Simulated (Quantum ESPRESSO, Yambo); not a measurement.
Planning a run of Quantum ESPRESSO 7.5 on ZrS2 (1T monolayer). The input:

```
&control
  calculation = 'nscf'
  prefix = 'x'
  outdir = 'o'
  pseudo_dir = 'pseudo'
/
&system
  ibrav = 0
  nat = 3
  ntyp = 2
  ecutwfc = 58.0
  nbnd = 68
  force_symmorphic = .true.
  noncolin = .true.
  lspinorb = .true.
/
&electrons
  conv_thr = 1e-9
  electron_maxstep = 80
  diago_full_acc = .true.
  diago_thr_init = 5e-6
/
ATOMIC_SPECIES
  Zr 91.224 Zr.upf
  S 32.06 S.upf
CELL_PARAMETERS angstrom
  3.6890878886 -0.0000000002 0.0000000000
  -1.8445439442 3.1948438284 0.0000000000
  0.0000000000 0.0000000000 16.0000000000
ATOMIC_POSITIONS crystal
  Zr 0.0000000000 0.0000000000 0.5000000000
  S 0.3333333333 0.6666666667 0.5903858187
  S 0.6666666667 0.3333333333 0.4096141813
K_POINTS automatic
  18 18 1 0 0 0
```

```sh
OMP_NUM_THREADS=1 mpirun -n 8 pw.x -nk 4 -in pw.in > pw.out
```

Q: How long will it take on 8 MPI ranks of Intel Xeon Platinum 8559C (Emerald Rapids), shared host, and how much memory?

It took 64 s; on shared hardware allow 32 s to 2.1 min. Peak host memory was 1.0 GiB.

[Paths, hosts, dates, memory and timing lines, banners, echoed tables and standing remarks are left out of the program output.]

[Logs are printed without paths, hosts, clocks, repeated set-up lines and the standing remarks that a program may print on its own settings, such as how far it seeks lower states.]

[Runs of the session that timed out or met a known fault of the program may be left out.]

[Hosts, paths, dates, database ids (printed as entryN), source tags and the programs' standing remarks are cut or masked in the printed files.]
